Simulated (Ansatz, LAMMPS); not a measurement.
# Electronic structure of glassy 75SiO2-10Al2O3-5Li2O-5CaO-5Cr2O3 (mol %) (130 atoms)

Aim: energy, forces, charges and density of states of glassy 75SiO2-10Al2O3-5Li2O-5CaO-5Cr2O3 (mol %) (130 atoms) at a fixed geometry.

Method: Kohn-Sham DFT, LDA, PAW (set soft_2), plane waves, in Ansatz 0.2.0.

## Step 1: Starting point

The cell holds 130 atoms: 30 Si, 8 Al, 4 Li, 2 Ca, 4 Cr and 82 O. Cell: a = 11.937 Å, b = 11.937 Å, c = 11.937 Å, α = 90.0°, β = 90.0°, γ = 90.0°. 130 atoms (30 Si, 8 Al, 4 Li, 2 Ca, 4 Cr, 82 O) placed at random at 2.52 g/cm³, melted at 4000 K for 10 ps at fixed volume with the Morse and Coulomb pair potential with partial charges (Pedone, Malavasi, Menziani, Cormack and Segre, J. Phys. Chem. B 110, 11780 (2006)). Quenched from 4000 K to 300 K at 1000 K/ps and fixed volume, held 10 ps at zero pressure, then minimised at fixed cell.

Limits known from the start: The quench rate of 1000 K/ps is many orders above laboratory rates, so the cell is likely richer in defects and strain than a real sample. The starting topology of bonds comes from the classical model, and needn't be the one that DFT or experiment would give. Without a Hubbard term or exact exchange, open shells on Cr are likely too delocalised. Only the Γ point is sampled, in a cell whose shortest periodic width is 12 Å.

## Step 2: The classical run that made the cell

A classical potential makes the cell, at a small fraction of what the same run would cost in DFT.

This step: classical MD, Morse and Coulomb pair potential with partial charges (Pedone, Malavasi, Menziani, Cormack and Segre, J. Phys. Chem. B 110, 11780 (2006)) (LAMMPS 22 Jul 2025 - Update 4).

Contents of in.lmp:

```
# melt-quench of Si30Al8Li4Ca2Cr4O82
units metal
atom_style charge
boundary p p p
region box block 0 12.0966 0 12.0966 0 12.0966
create_box 6 box
mass 1 28.0850   # Si
mass 2 26.9815   # Al
mass 3 6.9400   # Li
mass 4 40.0780   # Ca
mass 5 51.9961   # Cr
mass 6 15.9990   # O
create_atoms 1 random 30 802403 NULL overlap 1.5 maxtry 2000
create_atoms 2 random 8 802410 NULL overlap 1.5 maxtry 2000
create_atoms 3 random 4 802417 NULL overlap 1.5 maxtry 2000
create_atoms 4 random 2 802424 NULL overlap 1.5 maxtry 2000
create_atoms 5 random 4 802431 NULL overlap 1.5 maxtry 2000
create_atoms 6 random 82 802438 NULL overlap 1.5 maxtry 2000
pair_style hybrid/overlay pedone 5.5 coul/long 8.0
pair_coeff * * coul/long
pair_coeff 1 6 pedone 0.340554 2.006700 2.100000 1   # Si-O
pair_coeff 2 6 pedone 0.361581 1.900442 2.164818 0.9   # Al-O
pair_coeff 3 6 pedone 0.001114 3.429506 2.681360 1   # Li-O
pair_coeff 4 6 pedone 0.030211 2.241334 2.923245 5   # Ca-O
pair_coeff 5 6 pedone 0.399561 1.785079 2.340810 1   # Cr-O
pair_coeff 6 6 pedone 0.042395 1.379316 3.618701 22   # O-O
set type 1 charge 2.4
set type 2 charge 1.8
set type 3 charge 0.6
set type 4 charge 1.2
set type 5 charge 1.8
set type 6 charge -1.2
kspace_style pppm 1.0e-4
neigh_modify delay 0 every 1 check yes
# [... 22 lines left out ...]
thermo 1666
fix md all npt temp 300 300 0.2 iso 0 0 2
run 5000 post no
unfix md
thermo 100
min_style cg
minimize 0 1e-3 2000 20000
write_dump all custom glass.dump id type xs ys zs modify sort id
```

Run with:

```sh
lmp -in in.lmp -log none -nocite
```

Numbers of over 12 decimals in the logs are rounded to 6 here.

Log:

```text
LAMMPS (22 Jul 2025 - Update 4)
Created orthogonal box = (0 0 0) to (12.0966 12.0966 12.0966)
Created 30 atoms
Created 8 atoms
Created 4 atoms
Created 2 atoms
Created 4 atoms
Created 82 atoms
PPPM initialization ...
  G vector (1/distance) = 0.39310738
  grid = 15 15 15
  estimated relative force accuracy = 3.5207147e-05
   Step          Time           Temp          PotEng         Press         Density
         0   0              0             -3.3827624      494844.74      2.5200012
        88   0.176          0             -15.592637     -31662.27       2.5200012
Loop time of 0.15919 s on 1 MPI rank(s) for 88 steps with 130 atoms
Minimization stats:
  Stopping criterion = energy tolerance
  Energy initial, next-to-last, final =
     -3.38276240197782  -15.5912051398666  -15.5926369810791
  Force two-norm initial, final = 353.63295 2.6046757
  Iterations, force evaluations = 88 108
   Step          Time           Temp          PotEng         Press         Density
         0   0              4000          -15.592637      8585.6535      2.5200012
       500   1              2133.6856     -15.382117      4224.9239      2.5200012
      1000   2              1777.191      -15.453781      14910.876      2.5200012
Loop time of 1.18127 s on 1 MPI rank(s) for 1000 steps with 130 atoms
[... 3 lines left out ...]
      2499   4.998          4281.0549     -15.074689      5280.6296      2.5200012
      3332   6.664          4095.5584     -15.137225      15693.674      2.5200012
      4165   8.33           4138.3027     -15.135593      7611.6226      2.5200012
      4998   9.996          3881.1167     -15.149417      48129.307      2.5200012
      5831   11.662         3997.8196     -15.069233      19491.645      2.5200012
[... 1 line left out ...]
Loop time of 6.08407 s on 1 MPI rank(s) for 5000 steps with 130 atoms
   Step          Time           Temp          PotEng         Press         Density
[... 12 lines left out ...]
Loop time of 2.24193 s on 1 MPI rank(s) for 1850 steps with 130 atoms
   Step          Time           Temp          PotEng         Press         Density
[... 3 lines left out ...]
     11662   23.324         301.96554     -15.741911     -3224.9105      2.660832
     12850   25.7           285.45748     -15.744989      2045.8356      2.6225638
Loop time of 9.03001 s on 1 MPI rank(s) for 5000 steps with 130 atoms
   Step          Time           Temp          PotEng         Press         Density
     12850   25.7           285.45748     -15.744954      2094.69        2.6225638
     12877   25.754         285.45748     -15.779437     -1056.4091      2.6225638
Loop time of 0.0854914 s on 1 MPI rank(s) for 27 steps with 130 atoms
Minimization stats:
  Stopping criterion = linesearch alpha is zero
  Energy initial, next-to-last, final =
      -15.744953750154   -15.779436716898   -15.779436716898
  Force two-norm initial, final = 14.692854 0.32325304
  Iterations, force evaluations = 27 83
```

Run time: 19 s. Hardware: 1 thread of Arm Neoverse N1, shared host; peak memory 0.076 GiB.

## Step 3: Plane-wave single point

The electrons are solved once, with the atoms held.

Contents of input.yaml:

```yaml
crystal:
  lattice:
    - [11.93681, 0.0, 0.0]
    - [0.0, 11.93681, 0.0]
    - [0.0, 0.0, 11.93681]
  atoms:
    - { symbol: Si, position: [0.95195, 0.11468, 0.85896] }
    - { symbol: Si, position: [0.91032, 0.29895, 0.0253] }
    - { symbol: Si, position: [0.31602, 0.1238, 0.87308] }
    - { symbol: Si, position: [0.20028, 0.6499, 0.72494] }
    - { symbol: Si, position: [0.01927, 0.48525, 0.6928] }
    - { symbol: Si, position: [0.38212, 0.98211, 0.17203] }
    - { symbol: Si, position: [0.32799, 0.24315, 0.10824] }
    - { symbol: Si, position: [0.5789, 0.75959, 0.6844] }
    - { symbol: Si, position: [0.50589, 0.98858, 0.7751] }
    - { symbol: Si, position: [0.60635, 0.33793, 0.78917] }
    - { symbol: Si, position: [0.67761, 0.71314, 0.914] }
    - { symbol: Si, position: [0.09414, 0.22031, 0.40754] }
    - { symbol: Si, position: [0.35609, 0.33982, 0.7231] }
    - { symbol: Si, position: [0.72186, 0.1896, 0.62602] }
    - { symbol: Si, position: [0.01108, 0.59627, 0.45116] }
    - { symbol: Si, position: [0.82162, 0.74452, 0.19104] }
    - { symbol: Si, position: [0.56114, 0.33938, 0.05809] }
    - { symbol: Si, position: [0.36758, 0.73123, 0.54355] }
    - { symbol: Si, position: [0.98409, 0.23159, 0.64198] }
    - { symbol: Si, position: [0.04268, 0.0061, 0.07826] }
    - { symbol: Si, position: [0.00118, 0.80556, 0.7688] }
    - { symbol: Si, position: [0.17381, 0.55533, 0.12884] }
    - { symbol: Si, position: [0.03307, 0.76078, 0.03109] }
    - { symbol: Si, position: [0.64202, 0.28162, 0.39407] }
    - { symbol: Si, position: [0.34967, 0.99688, 0.56802] }
    - { symbol: Si, position: [0.28392, 0.37915, 0.46858] }
    - { symbol: Si, position: [0.7128, 0.94453, 0.53379] }
    - { symbol: Si, position: [0.25773, 0.61519, 0.35411] }
    - { symbol: Si, position: [0.73752, 0.9691, 0.87846] }
    - { symbol: Si, position: [0.93026, 0.90481, 0.3864] }
    - { symbol: Al, position: [0.13762, 0.03022, 0.72339] }
    - { symbol: Al, position: [0.24272, 0.51513, 0.88675] }
    [... 92 atom lines left out ...]
    - { symbol: O, position: [0.03235, 0.19557, 0.52348] }
    - { symbol: O, position: [0.0366, 0.30032, 0.06109] }
    - { symbol: O, position: [0.30138, 0.18747, 0.9902] }
    - { symbol: O, position: [0.49996, 0.84486, 0.76891] }
    - { symbol: O, position: [0.90405, 0.03387, 0.35629] }
    - { symbol: O, position: [0.91691, 0.52313, 0.39317] }
magnetization:
  spin_polarized: true
kpoints:
  mp_grid: { grid: [1, 1, 1] }
hamiltonian:
  xc: lda
scf:
  occupations: { method: fermi_dirac, width: 0.025 }
output:
  forces: true
  stress: true
  populations: true
  dos:
    method: { smearing: { sigma: 0.15 } }
    de: 0.1
    projected: { site_lists: { Al: [Al], Ca: [Ca], Cr: [Cr], Li: [Li], O: [O] } }
  eigenvalues: true
  write_density: true
  write_potential: true
  volumetric_format: npy
```

Run with:

```sh
ansatz run input.yaml --threads 8 --pin off --max-ram 15872MiB --backend cpu --events-out ev --progress --plain --runs-dir out
```

Log:

```text
Engine: ansatz 0.2.0, aarch64-unknown-linux-gnu
Pseudopotentials: kind: paw
Pseudopotential: Si, paw, valence charge 4, recommended cutoff 420 eV (normal), Si.paw.azcp
Pseudopotential: Al, paw, valence charge 3, recommended cutoff 420 eV (normal), Al.paw.azcp
Pseudopotential: Li, paw, valence charge 3, recommended cutoff 420 eV (normal), Li.paw.azcp
Pseudopotential: Ca, paw, valence charge 10, recommended cutoff 420 eV (normal), Ca.paw.azcp
Pseudopotential: Cr, paw, valence charge 14, recommended cutoff 420 eV (normal), Cr.paw.azcp
Pseudopotential: O, paw, valence charge 6, recommended cutoff 420 eV (normal), O.paw.azcp
[... 3 lines on functional and potentials left out ...]
Crystal: 130 atoms, lattice volume = 1700.845 Å³
Basis set: ecut = 420 eV, 33131 PW (Γ)
Bands: 498, of which v1, the nominal top of the filled ones, is band 362 counted from 1 (361 counted from 0)
Symmetry: 1 space group operations
Space group: P1 (ITA 1), of the structure as read, at distance tolerance 1.2e-4 Å
Magnetic group: BNS 1.1 (UNI 1), of the structure as read, at distance tolerance 1.2e-4 Å
k-points: 1
[... 18 lines on functional and potentials left out ...]
Initial density: superposition of atomic densities (chi_scale 0.1, normalization cell, long waves 31 % of neutral atoms (reshape's long-wave potential 1.31 eV rms, cloud 2.42 Å wide))
Starting moments: Σ|m| = 12 μB on 4 of 130 sites
Initial wavefunctions: pseudopotential atomic-orbital guess
Functional: x = slater, c = lda
SCF iter   1: F=—  HF=-85754.043692 eV  |F-HF|=—  |Δ(HF+E_count)|=         —  Δρ=8.29e-2 (↑7.41e-2 ↓8.29e-2)  dr2=8.12e2  dr2_m=4.94e0  M=12.795 μB ∫|m|=14.082 μB  β_m=0.30  ethr=3.10e-3  ⟨swp⟩=8.0  Hψ=4771  notcnv=0  defer=216
preconditioner: auto → Kerker (q_TF=auto, 2.366 Å⁻¹)  [metal: Δε(μ)=0.028 eV  Ē_g=15.312 eV  σ=0.025 eV  W_gap=0.27  n_scr=388 (ndim 8)  ℏωp=23.3 eV  f_vac=0.058  D(μ)=51.70/eV (n_scr^D=364)]
spin=Collinear: Kerker preconditioning applied to the charge; magnetization (m = ρ↑ − ρ↓) channel mixes plain (no charge-response kernel on spin).
SCF iter   2: F=—  HF=-85726.283829 eV  |F-HF|=—  |Δ(HF+E_count)|=    2.78e1  Δρ=9.21e-2 (↑9.21e-2 ↓5.12e-2)  dr2=5.77e2  dr2_m=1.73e1  M=4.978 μB ∫|m|=7.053 μB  β_m=0.30  ethr=3.10e-3  ⟨swp⟩=4.0  Hψ=2628  notcnv=0  defer=241
SCF iter   3: F=—  HF=-85695.236161 eV  |F-HF|=—  |Δ(HF+E_count)|=    3.10e1  Δρ=5.54e-2 (↑5.54e-2 ↓3.96e-2)  dr2=2.40e2  dr2_m=5.72e0  M=8.000 μB ∫|m|=9.235 μB  β_m=0.30  ethr=3.10e-3  ⟨swp⟩=3.5  Hψ=2329  notcnv=0  defer=249
SCF iter   4: F=—  HF=-85704.577227 eV  |F-HF|=—  |Δ(HF+E_count)|=    9.34e0  Δρ=7.09e-2 (↑7.09e-2 ↓6.33e-2)  dr2=5.31e2  dr2_m=6.66e0  M=5.786 μB ∫|m|=7.751 μB  β_m=0.30  ethr=3.10e-3  ⟨swp⟩=4.0  Hψ=1919  notcnv=0  defer=247
SCF iter   5: F=—  HF=-85683.274072 eV  |F-HF|=—  |Δ(HF+E_count)|=    2.13e1  Δρ=5.40e-2 (↑5.40e-2 ↓3.73e-2)  dr2=2.31e2  dr2_m=3.71e0  M=8.458 μB ∫|m|=9.086 μB  β_m=0.30  ethr=3.10e-3  ⟨swp⟩=3.0  Hψ=1911  notcnv=0  defer=246
SCF iter   6: F=—  HF=-85679.361889 eV  |F-HF|=—  |Δ(HF+E_count)|=    3.91e0  Δρ=5.11e-2 (↑5.11e-2 ↓2.42e-2)  dr2=1.68e2  dr2_m=5.91e0  M=6.464 μB ∫|m|=7.465 μB  β_m=0.30  ethr=3.10e-3  ⟨swp⟩=3.0  Hψ=1914  notcnv=0  defer=246
SCF iter   7: F=—  HF=-85676.571261 eV  |F-HF|=—  |Δ(HF+E_count)|=    2.79e0  Δρ=3.98e-2 (↑3.98e-2 ↓2.66e-2)  dr2=1.25e2  dr2_m=4.17e0  M=7.981 μB ∫|m|=8.965 μB  β_m=0.30  ethr=3.10e-3  ⟨swp⟩=2.5  Hψ=2070  notcnv=0  defer=246
SCF iter   8: F=—  HF=-85673.983749 eV  |F-HF|=—  |Δ(HF+E_count)|=    2.59e0  Δρ=3.00e-2 (↑3.00e-2 ↓1.86e-2)  dr2=4.16e1  dr2_m=5.10e0  M=12.000 μB ∫|m|=12.294 μB  β_m=0.30  ethr=3.10e-3  ⟨swp⟩=3.0  Hψ=2264  notcnv=0  defer=246
SCF iter   9: F=—  HF=-85672.862121 eV  |F-HF|=—  |Δ(HF+E_count)|=    1.12e0  Δρ=2.02e-2 (↑2.02e-2 ↓1.06e-2)  dr2=2.95e1  dr2_m=1.03e0  M=9.942 μB ∫|m|=10.520 μB  β_m=0.30  ethr=3.10e-3  ⟨swp⟩=2.5  Hψ=1887  notcnv=0  defer=251
SCF iter  10: F=—  HF=-85672.503786 eV  |F-HF|=—  |Δ(HF+E_count)|=   3.58e-1  Δρ=2.48e-2 (↑2.48e-2 ↓1.22e-2)  dr2=1.76e1  dr2_m=4.12e0  M=12.000 μB ∫|m|=12.440 μB  β_m=0.30  ethr=3.10e-3  ⟨swp⟩=2.5  Hψ=1352  notcnv=0  defer=250
[...]
spin-set hold released at iteration 17 (site moments' squared step at or under half its running peak, from the soft ceiling on): the magnetisation degrees of freedom join the quasi-Newton model from the next iteration; the mixer history was flushed
[...]
preconditioner: auto → Resta (q_TF=auto, 2.366 Å⁻¹)  ε∞=3.4  [insulator: Δε(μ)=0.094 eV  Ē_g=15.201 eV  σ=0.025 eV  W_gap=0.73  n_scr=388 (ndim 8)  ℏωp=23.5 eV  f_vac=0.150  D(μ)=11.66/eV (n_scr^D=32)  ε∞_Penn≈3.4]
spin=Collinear: Resta preconditioning applied to the charge; magnetization (m = ρ↑ − ρ↓) channel mixes plain (no charge-response kernel on spin).
[...]
SCF iter  25: F=—  HF=-85671.027830 eV  |F-HF|=—  |Δ(HF+E_count)|=   2.61e-3  Δρ=3.95e-4 (↑3.95e-4 ↓8.32e-5)  dr2=4.20e-3  dr2_m=5.92e-4  M=12.000 μB ∫|m|=12.617 μB  β_m=0.52  ethr=8.95e-6  ⟨swp⟩=3.0  Hψ=765  notcnv=0  defer=249
SCF iter  26: F=—  HF=-85671.027638 eV  |F-HF|=—  |Δ(HF+E_count)|=   1.92e-4  Δρ=2.89e-4 (↑2.89e-4 ↓5.26e-5)  dr2=2.21e-3  dr2_m=3.13e-4  M=12.000 μB ∫|m|=12.616 μB  β_m=0.48  ethr=5.80e-7  ⟨swp⟩=2.0  Hψ=1118  notcnv=0  defer=249
SCF iter  27: F=—  HF=-85671.027567 eV  |F-HF|=—  |Δ(HF+E_count)|=   7.13e-5  Δρ=2.24e-4 (↑2.24e-4 ↓3.66e-5)  dr2=1.46e-3  dr2_m=1.86e-4  M=12.000 μB ∫|m|=12.617 μB  β_m=0.38  ethr=3.05e-7  ⟨swp⟩=2.0  Hψ=1359  notcnv=0  defer=249
SCF iter  28: F=—  HF=-85671.027497 eV  |F-HF|=—  |Δ(HF+E_count)|=   6.95e-5  Δρ=8.36e-5 (↑8.36e-5 ↓1.55e-5)  dr2=1.77e-4  dr2_m=2.56e-5  M=12.000 μB ∫|m|=12.618 μB  β_m=0.42  ethr=2.01e-7  ⟨swp⟩=2.0  Hψ=760  notcnv=0  defer=249
SCF iter  29: F=—  HF=-85671.027587 eV  |F-HF|=—  |Δ(HF+E_count)|=   9.01e-5  Δρ=6.59e-5 (↑6.59e-5 ↓1.61e-5)  dr2=1.52e-4  dr2_m=1.42e-5  M=12.000 μB ∫|m|=12.618 μB  β_m=0.36  ethr=2.45e-8  ⟨swp⟩=2.0  Hψ=1453  notcnv=0  defer=249
SCF iter  30: F=—  HF=-85671.027588 eV  |F-HF|=—  |Δ(HF+E_count)|=   8.29e-7  Δρ=1.89e-5 (↑1.89e-5 ↓7.45e-6)  dr2=1.31e-5  dr2_m=1.18e-6  M=12.000 μB ∫|m|=12.618 μB  β_m=0.42  ethr=2.10e-8  ⟨swp⟩=2.0  Hψ=752  notcnv=0  defer=249
SCF iter  31: F=—  HF=-85671.027655 eV  |F-HF|=—  |Δ(HF+E_count)|=   6.66e-5  Δρ=1.45e-5 (↑1.45e-5 ↓3.42e-6)  dr2=5.85e-6  dr2_m=8.46e-7  M=12.000 μB ∫|m|=12.618 μB  β_m=0.49  ethr=1.81e-9  ⟨swp⟩=1.5  Hψ=1134  notcnv=0  defer=249
SCF iter  32: F=—  HF=-85671.027655 eV  |F-HF|=—  |Δ(HF+E_count)|=   2.84e-7  Δρ=1.70e-5 (↑1.70e-5 ↓2.60e-6)  dr2=9.39e-6  dr2_m=9.70e-7  M=12.000 μB ∫|m|=12.619 μB  β_m=0.35  ethr=8.08e-10  ⟨swp⟩=2.0  Hψ=1451  notcnv=0  defer=249
SCF iter  33: F=—  HF=-85671.027655 eV  |F-HF|=—  |Δ(HF+E_count)|=   2.80e-7  Δρ=3.47e-6 (↑3.47e-6 ↓8.81e-7)  dr2=3.83e-7  dr2_m=5.27e-8  M=12.000 μB ∫|m|=12.618 μB  β_m=0.38  ethr=8.08e-10  ⟨swp⟩=1.5  Hψ=758  notcnv=0  defer=249
SCF iter  34: F=-85671.027655 eV  HF=-85671.027655 eV  |F-HF|=3.68e-8  |Δ(HF+E_count)|=   2.11e-8  Δρ=1.14e-6 (↑1.14e-6 ↓5.31e-7)  dr2=7.77e-8  dr2_m=5.23e-9  M=12.000 μB ∫|m|=12.619 μB  ethr=1.38e-11  ⟨swp⟩=24.0  Hψ=8928  notcnv=0
SCF 1 converged in 34 iterations: F = -85671.027655 eV  dr2 = 7.77e-8
  greatest PAW one-centre occupation: 1.000 electrons in one spin orbital (limit 2), on the Cr atom at site 47 (counted from 0), in its partial waves of l = 0
SCF converged after 34 iterations
Magnetization: 12.0000 μB (368.0000 up, 356.0000 down)
Absolute magnetization: 12.6532 μB (∫|ρ↑−ρ↓|, with the PAW one-centre terms)
Spin contamination: 0.1136 ħ² per cell (⟨S²⟩ above its minimum at these occupations)
Per-site moments (μB) at R_I (Å): [(3.120365035085098e-5, 0.654995), (0.00133419, 0.646320), (4.864576908503035e-5, 0.645083), (4.576665247618665e-5, 0.636293), (5.674416227158691e-5, 0.650763), [...]
Free energy (F): -85671.027655 eV
Harris-Foulkes:  -85671.027655 eV  (|F-HF|=3.68e-8)
Internal energy: -85671.011817 eV  (E = F + TS)
E sigma→0 (E₀):  -85671.019736 eV
Entropy (-TS):   -0.015837 eV (-0.122 meV/atom)
Fermi energy:    5.289517 eV
--- Per-component energies (eV) ---
  E_band       = -4740.209916
  E_kinetic    = 18094.656319
  E_local      = -58944.660681  (includes V_loc(G=0)·N_el)
  E_nonlocal   = 5303.235510
  E_hartree    = 22813.946319
  E_xc         = -8804.052011
  E_vxc        = -10444.953391  (∫ρ·V_xc dr)
  E_paw        = -36560.550164  (= ΣΔE_a)
  E_vpaw       = -4376.604731  (= ΣTr[D̂ρ^β])
  E_aug_tail   = 0.215711  (compensation charges beyond the density's cutoff)
  E_ewald      = -27586.752867
  E_core_change = 12.950046  (= ΣΔE_core)
  E_smearing   = -0.015837  (= −TS)
  E_closure    = -0.000000  (closes the sum)
  Σ components = -85671.027655   (vs F -85671.027655, Δ=0.00e0)
--- Forces (eV/Å), atoms counted from 1 ---
  atom   1  Si    -1.05950469     0.19543203     2.27489605
  atom   2  Si     0.47417375    -1.09816512     1.00871774
  atom   3  Si     0.59312503     1.00217430    -1.30040728
  atom   4  Si    -0.76266028    -0.41823124     1.06945733
  atom   5  Si    -0.67525024     1.20722103    -1.43447307
  atom   6  Si    -0.06587139     1.85304265     0.72167863
  atom   7  Si     1.18019399    -1.43322389    -0.06674515
  atom   8  Si    -0.36658454     2.60075496     0.80486232
  atom   9  Si    -1.20337318    -1.40881709    -0.56345919
  atom  10  Si    -0.70365086     0.45520641     0.17647590
  atom  11  Si    -1.08304414     1.47376579    -0.11509337
  atom  12  Si     0.85159041     0.75112967    -0.01819764
  atom  13  Si     0.02682736    -0.53096674     0.97523712
  atom  14  Si     0.07159898     0.70698210    -0.97133215
[...]
atom 129  O     -0.72378768     1.60041813    -0.44770110
  atom 130  O     -1.08952861    -0.95137265    -1.04571878
  max |Σ_I F_I| component: 2.49e-4 eV/Å
--- Stress (GPa, compression-positive) ---
       -0.790174      -1.661450       0.020503
       -1.661450      -1.331215       0.740320
        0.020503       0.740320      -0.400784
  P = ⅓ Tr σ = -0.8407 GPa (-8.407 kbar)
--- Band table (eV) ---
  k-point 0 ↑: bands = ["-67.8668", "-67.6588", "-67.5617", "-67.4343", [... 482 levels ...], "13.2690", "13.2845", "13.3525", "13.3643", "13.3958", "13.4213", "13.4519", "13.4838", "13.5147", "13.5546", "13.5595", "13.5821"]
  k-point 0 ↓: bands = ["-64.9828", "-64.8776", "-64.8067", "-64.7163", [... 482 levels ...], "13.2934", "13.3496", "13.3961", "13.4099", "13.4301", "13.4521", "13.4766", "13.5158", "13.5596", "13.5910", "13.6061", "13.6326"]
--- Löwdin populations: 130 sites ---
  site symbol       q [e]    m [muB]
     0     Si      2.2539     0.0002
     1     Si      2.3394     0.0051
     2     Si      2.2618     0.0002
[...]
129      O      6.9807     0.0007
  spilling = 0.012012 (of n_electrons = 724.000000)
```

It took 2.5 min on 8 threads of Arm Neoverse N1, shared host; peak memory 4.2 GiB.

In the SCF lines HF is the Harris–Foulkes energy and dr2 the Hartree energy of the density residual, in eV; the loop may stop once dr2 is under the threshold and the program's other checks hold. Hψ counts applications of the Hamiltonian.

The program notes that the stability of the SCF solution was not settled.

Read from the output:

```yaml
free_energy: -85671.0277 eV
free_energy_per_atom: -659.0079 eV/atom
scf_cycles: 34
pressure: -0.8407 GPa
r_m_s_force_component: 0.8615 eV/Å
longest_force: 3.651 eV/Å
fermi_energy: 5.29 eV
levels_partly_filled_by_over_2_per_cent: 2
total_moment: 12 μB
absolute_moment: 12.65 μB
spilling_of_the_projection: 0.01201
```

Neighbours are counted within 2.12 Å (O-Si), 2.38 Å (O-Al), 2.58 Å (O-Cr), 2.33 Å (O-Li), 2.83 Å (O-Ca).

Length of the force by element and coordination:

```csv
element,coordination,atoms,mean length of the force (eV/Å),spread,least,most
Al,all,8,1.07,0.332,0.679,1.57
Ca,all,2,0.836,0.242,0.594,1.08
Ca,4,1,1.08,0,1.08,1.08
Ca,5,1,0.594,0,0.594,0.594
Cr,all,4,1.55,0.443,1.17,2.28
Li,all,4,0.581,0.158,0.422,0.804
Li,2,1,0.657,0,0.657,0.657
Li,3,3,0.556,0.175,0.422,0.804
O,all,82,1.23,0.636,0.248,3.65
O,2,56,1.18,0.697,0.248,3.65
O,3,24,1.37,0.468,0.495,2.31
O,4,2,1.05,0.269,0.776,1.31
Si,all,30,1.83,0.529,0.856,2.95
```

(Part 1 of 2 ends here.)

[Logs are printed without paths, hosts, clocks, repeated set-up lines and the standing remarks that a program may print on its own settings, such as how far it seeks lower states.]

[Hosts, paths, dates, database ids (printed as entryN), source tags and the programs' standing remarks are cut or masked in the printed files.]
